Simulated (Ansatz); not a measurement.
## InAsOs5: relaxing a made-up structure

This structure for InAsOs5 is made up. Its elements were placed in a known structure type with a cell scaled to their sizes. What cell does the guess relax to, and how far off was it?

Program: Ansatz 0.2.0. Level of theory: DFT, PBEsol, plane-wave PAW, files of the set soft_1, scalar-relativistic, no spin, cell and ions relaxed at zero pressure; PAW set soft_1, in the first sound run; inputs show where later runs differ. Results are calculated unless marked as measured.

## (1) The starting structure

The structure is tetragonal, space group P4/mmm (No. 123). The conventional cell has a = 3.940 Å, b = 3.940 Å, c = 7.036 Å, α = 90.00°, β = 90.00°, γ = 90.00°. Os has 4 In at 2.79 Å and 8 Os at 2.85 Å nearest. Os has 2 As at 2.45 Å and 6 Os at 2.79 to 2.85 Å and 2 In at 2.85 Å nearest. Nearest to In lie 12 Os at 2.79 to 2.85 Å. As has 8 Os at 2.45 Å nearest. Farther neighbours are not listed.

Coordinates:

```cif
data_structure
_symmetry_space_group_name_H-M 'P4/mmm'
_symmetry_Int_Tables_number 123
_cell_length_a 3.9400
_cell_length_b 3.9400
_cell_length_c 7.0360
_cell_angle_alpha 90.000
_cell_angle_beta 90.000
_cell_angle_gamma 90.000
_cell_volume 109.22
loop_
_atom_site_label
_atom_site_type_symbol
_atom_site_symmetry_multiplicity
_atom_site_Wyckoff_symbol
_atom_site_fract_x
_atom_site_fract_y
_atom_site_fract_z
_atom_site_occupancy
Os1 Os 1 a 0.00000 0.00000 0.00000 1
Os2 Os 4 i 0.50000 0.00000 0.70640 1
In1 In 1 c 0.50000 0.50000 0.00000 1
As1 As 1 b 0.00000 0.00000 0.50000 1
```

## (2) Relaxation of the guess

The guessed cell has no reason to be at equilibrium. It is relaxed with the atoms, within the space group of the guess.

File input.yaml:

```yaml
crystal:
  lattice:
    - [3.94, 0.0, 0.0]
    - [0.0, 3.94, 0.0]
    - [0.0, 0.0, 7.036]
  atoms:
    - { symbol: Os, position: [0.0, 0.0, 0.0] }
    - { symbol: Os, position: [0.5, 0.0, 0.7064] }
    - { symbol: Os, position: [0.5, 0.0, 0.2936] }
    - { symbol: Os, position: [0.0, 0.5, 0.7064] }
    - { symbol: Os, position: [0.0, 0.5, 0.2936] }
    - { symbol: In, position: [0.5, 0.5, 0.0] }
    - { symbol: As, position: [0.0, 0.0, 0.5] }
kpoints:
  mp_grid: { grid: [7, 7, 4] }
scf:
  occupations: { method: fermi_dirac, width: 0.05 }
hamiltonian:
  xc: pbesol
  pseudopotentials: { kind: paw, azcp: { folder: soft_1 }, xc_functional: pbe }
relax:
  f_tol: 0.015
  max_steps: 70
  cell: {}
output:
  forces: true
  stress: true
```

Started as:

```
ansatz run input.yaml --threads 4 --pin off --max-ram 10240MiB --backend cpu --events-out ev --progress --plain --runs-dir out
```

Numbers of over 12 decimals in the logs are rounded to 6 here.

Output:

```text
Engine: ansatz 0.2.0, aarch64-unknown-linux-gnu
Pseudopotentials: kind: paw
Pseudopotential: Os, paw, valence charge 16, recommended cutoff 420 eV (normal), soft_1/Os.paw.azcp
Pseudopotential: In, paw, valence charge 13, recommended cutoff 420 eV (normal), soft_1/In.paw.azcp
Pseudopotential: As, paw, valence charge 15, recommended cutoff 420 eV (normal), soft_1/As.paw.azcp
Functional definition: PBEsol
  exchange = pbesol_x
  correlation = pbesol_c
Crystal: 7 atoms, lattice volume = 109.224 Å³
Basis set: ecut = 420 eV, 2151 PW (Γ), exchange–correlation on 54×54×96 points (8 copies of the dense FFT grid, shifted against one another)
Bands: 65, of which v1, the nominal top of the filled ones, is band 54 counted from 1 (53 counted from 0)
Symmetry: 16 space group operations
Space group: P4/mmm (ITA 123), of the structure as read, at distance tolerance 4.8e-5 Å
k-points: 30 of 196
Non-local potential: Os, projectors of the file, l = 0: 3, l = 1: 2, l = 2: 2, l = 3: 1
Non-local potential: In, projectors of the file, l = 0: 2, l = 1: 2, l = 2: 2, l = 3: 1
Non-local potential: As, projectors of the file, l = 0: 2, l = 1: 2, l = 2: 3, l = 3: 1
PAW form: soft (Blöchl's): semilocal exchange-correlation on the pseudo side does not see the compensation charge
PAW frozen core: Os, regenerated for the run's functional, and the local potential with it (the file was generated under x = pbe(κ = 0.804, μ = 0.219515), c = pbe(β = 0.066725))
PAW frozen core: In, regenerated for the run's functional, and the local potential with it (the file was generated under x = pbe(κ = 0.804, μ = 0.219515), c = pbe(β = 0.066725))
PAW frozen core: As, regenerated for the run's functional, and the local potential with it (the file was generated under x = pbe(κ = 0.804, μ = 0.219515), c = pbe(β = 0.066725))
PAW one-centre angular grid: Os, 590 points (default); XC on 64 Gauss nodes
PAW one-centre angular grid: In, 590 points (default); XC on 64 Gauss nodes
PAW one-centre angular grid: As, 590 points (default); XC on 64 Gauss nodes
Initial density: superposition of atomic densities (chi_scale 0.1, normalization cell, long waves kept (reshape's long-wave potential 0.10 eV rms))
Initial wavefunctions: pseudopotential atomic-orbital guess
Functional: x = pbesol(κ = 0.804, μ = 0.123457), c = pbesol(β = 0.046)
SCF iter   1: F=—  HF=-66595.712494 eV  |F-HF|=—  |Δ(HF+E_count)|=         —  Δρ=5.75e-2  dr2=1.15e1  ethr=3.10e-3  ⟨swp⟩=6.0  Hψ=6645  notcnv=0  defer=1
preconditioner: auto → Kerker (q_TF=auto, 2.723 Å⁻¹)  [metal: Δε(μ)=0.004 eV  Ē_g=8.486 eV  σ=0.050 eV  W_gap=0.02  n_scr=38 (ndim 8)  ℏωp=27.1 eV  f_vac=0.000  D(μ)=9.74/eV (n_scr^D=132)]
SCF iter   2: F=—  HF=-66594.864217 eV  |F-HF|=—  |Δ(HF+E_count)|=   8.48e-1  Δρ=3.17e-2  dr2=4.35e0  ethr=3.10e-3  ⟨swp⟩=2.0  Hψ=2470  notcnv=0  defer=57
SCF iter   3: F=—  HF=-66594.410845 eV  |F-HF|=—  |Δ(HF+E_count)|=   4.53e-1  Δρ=7.13e-3  dr2=1.22e-1  ethr=3.10e-3  ⟨swp⟩=2.0  Hψ=2573  notcnv=0  defer=57
SCF iter   4: F=—  HF=-66594.393055 eV  |F-HF|=—  |Δ(HF+E_count)|=   1.78e-2  Δρ=2.24e-3  dr2=2.51e-2  ethr=1.13e-4  ⟨swp⟩=2.1  Hψ=3546  notcnv=0  defer=57
SCF iter   5: F=—  HF=-66594.385710 eV  |F-HF|=—  |Δ(HF+E_count)|=   7.34e-3  Δρ=1.20e-3  dr2=4.89e-3  ethr=2.32e-5  ⟨swp⟩=2.0  Hψ=2298  notcnv=0  defer=57
SCF iter   6: F=—  HF=-66594.384982 eV  |F-HF|=—  |Δ(HF+E_count)|=   7.28e-4  Δρ=6.19e-4  dr2=7.71e-4  ethr=4.53e-6  ⟨swp⟩=2.0  Hψ=2885  notcnv=0  defer=57
SCF iter   7: F=—  HF=-66594.384876 eV  |F-HF|=—  |Δ(HF+E_count)|=   1.06e-4  Δρ=1.45e-4  dr2=4.45e-5  ethr=7.13e-7  ⟨swp⟩=2.3  Hψ=2543  notcnv=0  defer=57
SCF iter   8: F=—  HF=-66594.384835 eV  |F-HF|=—  |Δ(HF+E_count)|=   4.17e-5  Δρ=4.35e-5  dr2=3.43e-6  ethr=4.12e-8  ⟨swp⟩=2.0  Hψ=2580  notcnv=0  defer=57
SCF iter   9: F=—  HF=-66594.384834 eV  |F-HF|=—  |Δ(HF+E_count)|=   3.28e-7  Δρ=9.53e-6  dr2=1.61e-7  ethr=3.18e-9  ⟨swp⟩=2.0  Hψ=2613  notcnv=0  defer=57
SCF iter  10: F=-66594.384834 eV  HF=-66594.384834 eV  |F-HF|=1.26e-8  |Δ(HF+E_count)|=   3.22e-8  Δρ=2.67e-6  dr2=1.26e-8  ethr=9.26e-11  ⟨swp⟩=4.0  Hψ=6059  notcnv=0
SCF 1 converged in 10 iterations: F = -66594.384834 eV  dr2 = 1.26e-8
  greatest PAW one-centre occupation: 1.000 electrons in one spin orbital (limit 2), on the Os atom at site 4 (counted from 0), in its partial waves of l = 0
relax step   1: F+E_penalty+E_count = -66594.38483440 eV  Δ(F+E_penalty+E_count) = +0.000e0 eV  max|allowed force component| = 5.477e-1 eV/Å  Δτ_max = 0.0000 Å  P = -2.389 GPa  Ω = 109.224 Å³  (10 SCF iters, dr2 threshold 1.00e-7 eV, accepted)
Crystal: 7 atoms, lattice volume = 105.717 Å³
Basis set: ecut = 420 eV, 2063 PW (Γ), exchange–correlation on 54×54×96 points (8 copies of the dense FFT grid, shifted against one another)
Initial density: handed on by an earlier stage of this run
Initial wavefunctions: those handed on with the density
iter 1 solved again at ethr=1.63e-4 eV; its pass at ethr=3.10e-3 eV (dr2=1.76e-1 eV) is discarded
SCF iter   1: F=—  HF=-66594.614879 eV  |F-HF|=—  |Δ(HF+E_count)|=         —  Δρ=1.17e-2  dr2=1.76e-1  ethr=1.63e-4  ⟨swp⟩=2.3  Hψ=10886  notcnv=0
preconditioner: auto → Kerker (q_TF=auto, 2.738 Å⁻¹)  [metal: Δε(μ)=0.028 eV  Ē_g=8.515 eV  σ=0.050 eV  W_gap=0.14  n_scr=36 (ndim 8)  ℏωp=27.5 eV  f_vac=0.001  D(μ)=8.00/eV (n_scr^D=106)]
SCF iter   2: F=—  HF=-66594.596349 eV  |F-HF|=—  |Δ(HF+E_count)|=   1.85e-2  Δρ=5.88e-3  dr2=4.83e-2  ethr=1.63e-4  ⟨swp⟩=1.0  Hψ=1951  notcnv=0
SCF iter   3: F=—  HF=-66594.589075 eV  |F-HF|=—  |Δ(HF+E_count)|=   7.27e-3  Δρ=8.39e-4  dr2=1.76e-3  ethr=4.47e-5  ⟨swp⟩=2.0  Hψ=2578  notcnv=0
SCF iter   4: F=—  HF=-66594.588939 eV  |F-HF|=—  |Δ(HF+E_count)|=   1.36e-4  Δρ=2.49e-4  dr2=1.64e-4  ethr=1.63e-6  ⟨swp⟩=2.0  Hψ=3348  notcnv=0
SCF iter   5: F=—  HF=-66594.588730 eV  |F-HF|=—  |Δ(HF+E_count)|=   2.09e-4  Δρ=1.42e-4  dr2=5.46e-5  ethr=1.52e-7  ⟨swp⟩=3.0  Hψ=3204  notcnv=0
SCF iter   6: F=—  HF=-66594.588720 eV  |F-HF|=—  |Δ(HF+E_count)|=   1.07e-5  Δρ=5.44e-5  dr2=6.12e-6  ethr=5.06e-8  ⟨swp⟩=2.0  Hψ=2982  notcnv=0
SCF iter   7: F=-66594.588719 eV  HF=-66594.588719 eV  |F-HF|=1.58e-7  |Δ(HF+E_count)|=   9.32e-7  Δρ=1.41e-5  dr2=3.93e-7  ethr=6.48e-10  ⟨swp⟩=3.9  Hψ=9045  notcnv=0
SCF 2 converged in 7 iterations: F = -66594.588719 eV  dr2 = 3.93e-7
  greatest PAW one-centre occupation: 1.000 electrons in one spin orbital (limit 2), on the Os atom at site 0 (counted from 0), in its partial waves of l = 0
relax step   2: F+E_penalty+E_count = -66594.58871852 eV  Δ(F+E_penalty+E_count) = -2.039e-1 eV  max|allowed force component| = 2.809e-1 eV/Å  Δτ_max = 0.0626 Å  P = +6.412 GPa  Ω = 105.717 Å³  energy of the carried Pulay correction = +1.724e-3 eV  (7 SCF iters, dr2 threshold 7.00e-7 eV, accepted)
Crystal: 7 atoms, lattice volume = 108.811 Å³
Basis set: ecut = 420 eV, 2111 PW (Γ), exchange–correlation on 54×54×96 points (8 copies of the dense FFT grid, shifted against one another)
iter 1 solved again at ethr=8.25e-5 eV; its pass at ethr=3.10e-3 eV (dr2=8.91e-2 eV) is discarded
SCF iter   1: F=—  HF=-66594.676208 eV  |F-HF|=—  |Δ(HF+E_count)|=         —  Δρ=5.49e-3  dr2=8.97e-2  ethr=8.25e-5  ⟨swp⟩=2.0  Hψ=10683  notcnv=0
preconditioner: auto → Kerker (q_TF=auto, 2.725 Å⁻¹)  [metal: Δε(μ)=0.034 eV  Ē_g=8.306 eV  σ=0.050 eV  W_gap=0.16  n_scr=36 (ndim 8)  ℏωp=27.1 eV  f_vac=0.002  D(μ)=7.58/eV (n_scr^D=74)]
SCF iter   2: F=—  HF=-66594.671099 eV  |F-HF|=—  |Δ(HF+E_count)|=   5.11e-3  Δρ=2.98e-3  dr2=3.30e-2  ethr=8.25e-5  ⟨swp⟩=1.1  Hψ=1953  notcnv=0
SCF iter   3: F=—  HF=-66594.667966 eV  |F-HF|=—  |Δ(HF+E_count)|=   3.13e-3  Δρ=4.94e-4  dr2=7.86e-4  ethr=3.05e-5  ⟨swp⟩=1.7  Hψ=2106  notcnv=0
SCF iter   4: F=—  HF=-66594.668067 eV  |F-HF|=—  |Δ(HF+E_count)|=   1.01e-4  Δρ=2.18e-4  dr2=6.60e-5  ethr=7.28e-7  ⟨swp⟩=2.0  Hψ=3234  notcnv=0
SCF iter   5: F=—  HF=-66594.667993 eV  |F-HF|=—  |Δ(HF+E_count)|=   7.36e-5  Δρ=1.22e-4  dr2=2.21e-5  ethr=6.11e-8  ⟨swp⟩=3.0  Hψ=3299  notcnv=0
SCF iter   6: F=—  HF=-66594.667989 eV  |F-HF|=—  |Δ(HF+E_count)|=   4.35e-6  Δρ=3.60e-5  dr2=5.48e-6  ethr=2.04e-8  ⟨swp⟩=2.0  Hψ=3168  notcnv=0
SCF iter   7: F=-66594.667988 eV  HF=-66594.667988 eV  |F-HF|=2.59e-7  |Δ(HF+E_count)|=   7.32e-7  Δρ=1.48e-5  dr2=4.25e-7  ethr=6.48e-10  ⟨swp⟩=4.0  Hψ=9018  notcnv=0
SCF 3 converged in 7 iterations: F = -66594.667988 eV  dr2 = 4.25e-7
relax step   3: F+E_penalty+E_count = -66594.66798804 eV  Δ(F+E_penalty+E_count) = -7.927e-2 eV  max|allowed force component| = 1.699e-1 eV/Å  Δτ_max = 0.0078 Å  P = -2.011 GPa  Ω = 108.811 Å³  energy of the carried Pulay correction = +2.000e-4 eV  (7 SCF iters, dr2 threshold 7.00e-7 eV, accepted)
Crystal: 7 atoms, lattice volume = 108.202 Å³
iter 1 solved again at ethr=7.37e-7 eV; its pass at ethr=3.10e-3 eV (dr2=7.96e-4 eV) is discarded
SCF iter   1: F=—  HF=-66594.676967 eV  |F-HF|=—  |Δ(HF+E_count)|=         —  Δρ=8.01e-4  dr2=8.07e-4  ethr=7.37e-7  ⟨swp⟩=3.0  Hψ=9383  notcnv=0
preconditioner: auto → Kerker (q_TF=auto, 2.727 Å⁻¹)  [metal: Δε(μ)=0.025 eV  Ē_g=8.348 eV  σ=0.050 eV  W_gap=0.12  n_scr=36 (ndim 8)  ℏωp=27.2 eV  f_vac=0.001  D(μ)=7.43/eV (n_scr^D=74)]
SCF iter   2: F=—  HF=-66594.676858 eV  |F-HF|=—  |Δ(HF+E_count)|=   1.09e-4  Δρ=4.36e-4  dr2=3.48e-4  ethr=7.37e-7  ⟨swp⟩=2.0  Hψ=2044  notcnv=0
SCF iter   3: F=—  HF=-66594.676781 eV  |F-HF|=—  |Δ(HF+E_count)|=   7.72e-5  Δρ=8.59e-5  dr2=2.77e-5  ethr=3.22e-7  ⟨swp⟩=2.0  Hψ=2985  notcnv=0
SCF iter   4: F=—  HF=-66594.676770 eV  |F-HF|=—  |Δ(HF+E_count)|=   1.06e-5  Δρ=4.75e-5  dr2=5.60e-6  ethr=2.57e-8  ⟨swp⟩=2.0  Hψ=3202  notcnv=0
iter 5 did not close the SCF: its close was put off for the readings that it lacked (scf_convergence_deferred on its scf_iter line)
SCF iter   5: F=-66594.676769 eV  HF=-66594.676770 eV  |F-HF|=1.59e-7  |Δ(HF+E_count)|=   8.12e-7  Δρ=1.28e-5  dr2=2.67e-7  ethr=5.19e-9  ⟨swp⟩=2.0  Hψ=3185  notcnv=0
SCF iter   6: F=-66594.676769 eV  HF=-66594.676769 eV  |F-HF|=9.28e-9  |Δ(HF+E_count)|=   4.64e-8  Δρ=3.37e-6  dr2=1.40e-8  ethr=2.47e-10  ⟨swp⟩=3.0  Hψ=8236  notcnv=0
SCF 4 converged in 6 iterations: F = -66594.676769 eV  dr2 = 1.40e-8
relax step   4: F+E_penalty+E_count = -66594.67676948 eV  Δ(F+E_penalty+E_count) = -8.781e-3 eV  max|allowed force component| = 1.039e-1 eV/Å  Δτ_max = 0.0060 Å  P = -0.478 GPa  Ω = 108.202 Å³  energy of the carried Pulay correction = +4.967e-4 eV  (6 SCF iters, dr2 threshold 7.00e-7 eV, accepted)
Crystal: 7 atoms, lattice volume = 107.973 Å³
Basis set: ecut = 420 eV, 2101 PW (Γ), exchange–correlation on 54×54×96 points (8 copies of the dense FFT grid, shifted against one another)
iter 1 solved again at ethr=1.15e-6 eV; its pass at ethr=3.10e-3 eV (dr2=1.24e-3 eV) is discarded
SCF iter   1: F=—  HF=-66594.679215 eV  |F-HF|=—  |Δ(HF+E_count)|=         —  Δρ=9.39e-4  dr2=1.27e-3  ethr=1.15e-6  ⟨swp⟩=2.7  Hψ=8272  notcnv=0
preconditioner: auto → Kerker (q_TF=auto, 2.728 Å⁻¹)  [metal: Δε(μ)=0.032 eV  Ē_g=8.364 eV  σ=0.050 eV  W_gap=0.15  n_scr=36 (ndim 8)  ℏωp=27.2 eV  f_vac=0.001  D(μ)=7.49/eV (n_scr^D=74)]
SCF iter   2: F=—  HF=-66594.679042 eV  |F-HF|=—  |Δ(HF+E_count)|=   1.72e-4  Δρ=4.97e-4  dr2=5.29e-4  ethr=1.15e-6  ⟨swp⟩=1.4  Hψ=1962  notcnv=0
SCF iter   3: F=—  HF=-66594.678940 eV  |F-HF|=—  |Δ(HF+E_count)|=   1.03e-4  Δρ=1.10e-4  dr2=6.10e-5  ethr=4.90e-7  ⟨swp⟩=2.0  Hψ=3356  notcnv=0
SCF iter   4: F=—  HF=-66594.678913 eV  |F-HF|=—  |Δ(HF+E_count)|=   2.69e-5  Δρ=6.60e-5  dr2=1.63e-5  ethr=5.65e-8  ⟨swp⟩=2.0  Hψ=2956  notcnv=0
iter 5 did not close the SCF: its close was put off for the readings that it lacked (scf_convergence_deferred on its scf_iter line)
SCF iter   5: F=-66594.678910 eV  HF=-66594.678911 eV  |F-HF|=4.77e-7  |Δ(HF+E_count)|=   2.03e-6  Δρ=1.52e-5  dr2=3.62e-7  ethr=1.51e-8  ⟨swp⟩=2.0  Hψ=3052  notcnv=0
SCF iter   6: F=-66594.678911 eV  HF=-66594.678911 eV  |F-HF|=3.22e-8  |Δ(HF+E_count)|=   2.10e-7  Δρ=4.02e-6  dr2=3.90e-8  ethr=3.35e-10  ⟨swp⟩=3.1  Hψ=8663  notcnv=0
SCF 5 converged in 6 iterations: F = -66594.678911 eV  dr2 = 3.90e-8
relax step   5: F+E_penalty+E_count = -66594.67891058 eV  Δ(F+E_penalty+E_count) = -2.141e-3 eV  max|allowed force component| = 7.105e-3 eV/Å  Δτ_max = 0.0080 Å  P = +0.121 GPa  Ω = 107.973 Å³  energy of the carried Pulay correction = +6.087e-4 eV  (6 SCF iters, dr2 threshold 7.00e-7 eV, accepted)
Crystal: 7 atoms, lattice volume = 108.019 Å³
iter 1 solved again at ethr=7.53e-9 eV; its pass at ethr=3.10e-3 eV (dr2=8.13e-6 eV) is discarded
SCF iter   1: F=—  HF=-66594.678938 eV  |F-HF|=—  |Δ(HF+E_count)|=         —  Δρ=6.08e-5  dr2=7.76e-6  ethr=7.53e-9  ⟨swp⟩=2.0  Hψ=7764  notcnv=0
preconditioner: auto → Kerker (q_TF=auto, 2.728 Å⁻¹)  [metal: Δε(μ)=0.029 eV  Ē_g=8.362 eV  σ=0.050 eV  W_gap=0.14  n_scr=36 (ndim 8)  ℏωp=27.2 eV  f_vac=0.001  D(μ)=7.52/eV (n_scr^D=74)]
SCF iter   2: F=—  HF=-66594.678914 eV  |F-HF|=—  |Δ(HF+E_count)|=   2.37e-5  Δρ=3.40e-5  dr2=3.87e-6  ethr=7.18e-9  ⟨swp⟩=1.0  Hψ=1951  notcnv=0
SCF iter   3: F=—  HF=-66594.678914 eV  |F-HF|=—  |Δ(HF+E_count)|=   6.51e-7  Δρ=7.19e-6  dr2=1.92e-7  ethr=3.58e-9  ⟨swp⟩=2.0  Hψ=2950  notcnv=0
iter 4 did not close the SCF: its close was put off for the readings that it lacked (scf_convergence_deferred on its scf_iter line)
SCF iter   4: F=-66594.678914 eV  HF=-66594.678914 eV  |F-HF|=3.46e-8  |Δ(HF+E_count)|=   3.79e-8  Δρ=3.38e-6  dr2=3.15e-8  ethr=1.78e-10  ⟨swp⟩=2.0  Hψ=3338  notcnv=0
iter 5 did not close the SCF: its close was put off for the readings that it lacked (scf_convergence_deferred on its scf_iter line)
SCF iter   5: F=-66594.678914 eV  HF=-66594.678914 eV  |F-HF|=3.68e-9  |Δ(HF+E_count)|=   1.03e-8  Δρ=1.76e-6  dr2=6.52e-9  ethr=2.91e-11  ⟨swp⟩=2.0  Hψ=2740  notcnv=0
SCF iter   6: F=-66594.678914 eV  HF=-66594.678914 eV  |F-HF|=3.49e-10  |Δ(HF+E_count)|=   1.09e-9  Δρ=5.79e-7  dr2=6.26e-10  ethr=6.04e-12  ⟨swp⟩=2.9  Hψ=6945  notcnv=0
SCF 6 converged in 6 iterations: F = -66594.678914 eV  dr2 = 6.26e-10
relax step   6: F+E_penalty+E_count = -66594.67891356 eV  Δ(F+E_penalty+E_count) = -2.983e-6 eV  max|allowed force component| = 2.311e-4 eV/Å  Δτ_max = 0.0006 Å  P = +0.003 GPa  Ω = 108.019 Å³  energy of the carried Pulay correction = +5.863e-4 eV  (6 SCF iters, dr2 threshold 3.82e-8 eV, accepted)
Basis set: ecut = 420 eV, 2101 PW (Γ), exchange–correlation on 60×60×90 points (8 copies of the dense FFT grid, shifted against one another)
Initial wavefunctions: pseudopotential atomic-orbital guess (no wavefunctions were taken with the density)
iter 1 solved again at ethr=3.13e-8 eV; its pass at ethr=3.10e-3 eV (dr2=3.38e-5 eV) is discarded
SCF iter   1: F=—  HF=-66594.679091 eV  |F-HF|=—  |Δ(HF+E_count)|=         —  Δρ=1.70e-4  dr2=2.33e-6  ethr=3.13e-8  ⟨swp⟩=4.0  Hψ=12784  notcnv=0
SCF iter   2: F=—  HF=-66594.679080 eV  |F-HF|=—  |Δ(HF+E_count)|=   1.13e-5  Δρ=8.71e-5  dr2=5.80e-7  ethr=2.16e-9  ⟨swp⟩=1.1  Hψ=1955  notcnv=0
SCF iter   3: F=—  HF=-66594.679083 eV  |F-HF|=—  |Δ(HF+E_count)|=   2.73e-6  Δρ=5.71e-6  dr2=8.98e-9  ethr=5.37e-10  ⟨swp⟩=2.6  Hψ=3295  notcnv=0
SCF iter   4: F=—  HF=-66594.679083 eV  |F-HF|=—  |Δ(HF+E_count)|=   6.58e-9  Δρ=7.16e-7  dr2=2.99e-10  ethr=8.32e-12  ⟨swp⟩=2.0  Hψ=2896  notcnv=0
iter 5 did not close the SCF: its close was put off for the readings that it lacked (scf_convergence_deferred on its scf_iter line)
SCF iter   5: F=-66594.679083 eV  HF=-66594.679083 eV  |F-HF|=2.91e-11  |Δ(HF+E_count)|=  7.57e-10  Δρ=4.15e-7  dr2=5.65e-11  ethr=1.00e-12  ⟨swp⟩=2.0  Hψ=2742  notcnv=0
SCF iter   6: F=-66594.679083 eV  HF=-66594.679083 eV  |F-HF|=1.46e-11  |Δ(HF+E_count)|=  4.37e-11  Δρ=7.27e-8  dr2=5.94e-12  ethr=1.00e-12  ⟨swp⟩=3.0  Hψ=6748  notcnv=0
SCF 7 converged in 6 iterations: F = -66594.679083 eV  dr2 = 5.94e-12
relax step   7: F+E_penalty+E_count = -66594.67908262 eV  Δ(F+E_penalty+E_count) = -1.691e-4 eV  max|allowed force component| = 2.270e-4 eV/Å  Δτ_max = 0.0000 Å  P = +0.003 GPa  Ω = 108.019 Å³  stress off target by 2.77e-2 GPa  SCF on the basis re-selected at this cell (its energy is not comparable with the rows above)  (6 SCF iters)
basis re-selected at this cell: Δ(F+E_penalty+E_count) = -1.691e-4 eV, ΔP = -0.000 GPa vs the last step (what re-selecting the basis moved, of the pressure what is left beyond the Pulay correction that the steps carried, after the strain that the cell walked since its last selection, with what the two solves' SCF thresholds leave and, on support functions, any second-order correction that the steps lacked; it is no measure of the basis error at this ecutwfc). The dense FFT grid was sized anew with the basis: this SCF ran on 30×30×45 points, the steps before it on 27×27×48, so part of this shift can come from that change (see relax.cell in the input reference). [rest of the remark cut]
SCF converged after 6 iterations
Free energy (F): -66594.679083 eV
Harris-Foulkes:  -66594.679083 eV  (|F-HF|=1.46e-11)
Internal energy: -66594.614746 eV  (E = F + TS)
E sigma→0 (E₀):  -66594.646914 eV
Entropy (-TS):   -0.064337 eV (-9.191 meV/atom)
Fermi energy:    21.046892 eV
--- Per-component energies (eV) ---
  E_band       = -636.574104
  E_kinetic    = 2791.022903
  E_local      = -7832.125611  (includes V_loc(G=0)·N_el)
  E_nonlocal   = 944.136587
  E_hartree    = 3258.470292
  E_xc         = -1374.608848
  E_vxc        = -1393.528781  (∫ρ·V_xc dr)
  E_paw        = -50691.431672  (= ΣΔE_a)
  E_vpaw       = -1663.022307  (= ΣTr[D̂ρ^β])
  E_aug_tail   = 0.002476  (compensation charges beyond the density's cutoff)
  E_ewald      = -13692.523195
  E_core_change = 2.442322  (= ΣΔE_core)
  E_smearing   = -0.064337  (= −TS)
  E_closure    = -0.000000  (closes the sum)
  Σ components = -66594.679083   (vs F -66594.679083, Δ=0.00e0)
--- Forces (eV/Å), atoms counted from 1 ---
  atom   1  Os     0.00000000    -0.00000000     0.00000000
  atom   2  Os     0.00000000     0.00000000    -0.00022704
  atom   3  Os    -0.00000000    -0.00000000     0.00022704
  atom   4  Os    -0.00000000    -0.00000000    -0.00022704
  atom   5  Os     0.00000000     0.00000000     0.00022704
  atom   6  In     0.00000000     0.00000000     0.00000000
  atom   7  As     0.00000000     0.00000000     0.00000000
  max |Σ_I F_I| component: 5.55e-17 eV/Å
--- Stress (GPa, compression-positive) ---
        0.017843       0.000000       0.000000
        0.000000       0.017843       0.000000
        0.000000       0.000000      -0.027685
  P = ⅓ Tr σ = 0.0027 GPa (0.027 kbar)
--- Relaxed structure (6 steps of the walk, 6 accepted, 1 SCFs on fresh bases) ---
  F+E_penalty+E_count = -66594.67908262 eV   max|allowed force component| = 2.270e-4 eV/Å   (the final SCF, on the basis selected at the relaxed cell)
  cell:  # Å, volume = 108.0187 Å³
    - [4.051986, 0, 0]
    - [0, 4.051986, 0]
    - [0, 0, 6.579052]
  atoms:
    - { symbol: Os, position: [0, 0, 0] }
    - { symbol: Os, position: [0.5, 0, 0.712127] }
    - { symbol: Os, position: [0.5, 0, 0.287873] }
    - { symbol: Os, position: [0, 0.5, 0.712127] }
    - { symbol: Os, position: [0, 0.5, 0.287873] }
    - { symbol: In, position: [0.5, 0.5, 0.0] }
    - { symbol: As, position: [0, 0, 0.500000] }
```

The job ended after 17 s (4 threads of Arm Neoverse V2, shared host; peak memory 0.59 GiB; 67 s of CPU time).

(Continued in part 2 of 2.)

[Logs are printed without paths, hosts, clocks, repeated set-up lines and the standing remarks that a program may print on its own settings, such as how far it seeks lower states.]

[Hosts, paths, dates, database ids (printed as entryN), source tags and the programs' standing remarks are cut or masked in the printed files.]
